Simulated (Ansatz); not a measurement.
# A computed optical spectrum

Method: Ansatz, PBE, independent particles, with spin-orbit coupling, line width 0.2 eV (Gaussian); metals get a typed carrier damping. The response is along the first axis of the cell.

```json
{"E (eV)": "0.00", "Im ε": "0.00"}
{"E (eV)": "0.50", "Im ε": "0.00"}
{"E (eV)": "1.00", "Im ε": "0.00"}
{"E (eV)": "1.50", "Im ε": "0.00"}
{"E (eV)": "2.00", "Im ε": "0.00"}
{"E (eV)": "2.50", "Im ε": "0.00"}
{"E (eV)": "3.00", "Im ε": "0.01"}
{"E (eV)": "3.50", "Im ε": "0.66"}
{"E (eV)": "4.00", "Im ε": "1.02"}
{"E (eV)": "4.50", "Im ε": "1.25"}
{"E (eV)": "5.00", "Im ε": "1.05"}
{"E (eV)": "5.50", "Im ε": "0.83"}
{"E (eV)": "6.00", "Im ε": "0.65"}
{"E (eV)": "6.50", "Im ε": "0.49"}
{"E (eV)": "7.00", "Im ε": "0.45"}
{"E (eV)": "7.50", "Im ε": "0.83"}
{"E (eV)": "8.00", "Im ε": "0.90"}
{"E (eV)": "8.50", "Im ε": "0.77"}
{"E (eV)": "9.00", "Im ε": "1.08"}
{"E (eV)": "9.50", "Im ε": "1.45"}
{"E (eV)": "10.00", "Im ε": "0.85"}
{"E (eV)": "10.50", "Im ε": "1.12"}
{"E (eV)": "11.00", "Im ε": "1.84"}
{"E (eV)": "11.50", "Im ε": "2.89"}
{"E (eV)": "12.00", "Im ε": "1.82"}
{"E (eV)": "12.50", "Im ε": "2.04"}
{"E (eV)": "13.00", "Im ε": "1.82"}
```

**Question.** To which candidate does it belong?
A. RbS3F (R3m)
B. NaLiH2O2 (Amm2)
C. BaHF (P4/nmm)
D. RbZnCl3 (Pm-3m)

**Answer.** B. NaLiH2O2 (Amm2): least direct gap 3.13 eV, ε∞ = 2.43 along the first axis, strongest peak along the first axis at 11.56 eV. The others: BaHF (P4/nmm), least direct gap 3.31 eV, ε∞ = 3.41 along the first axis, strongest peak along the first axis at 8.33 eV; RbZnCl3 (Pm-3m), least direct gap 1.76 eV, ε∞ = 3.89 along the first axis, strongest peak along the first axis at 9.32 eV; RbS3F (R3m), least direct gap 1.43 eV, ε∞ = 5.23 along the first axis, strongest peak along the first axis at 5.57 eV.

Cells made by substitution are models, which may or may not match a known phase.

[Logs are printed without paths, hosts, clocks, repeated set-up lines and the standing remarks that a program may print on its own settings, such as how far it seeks lower states.]
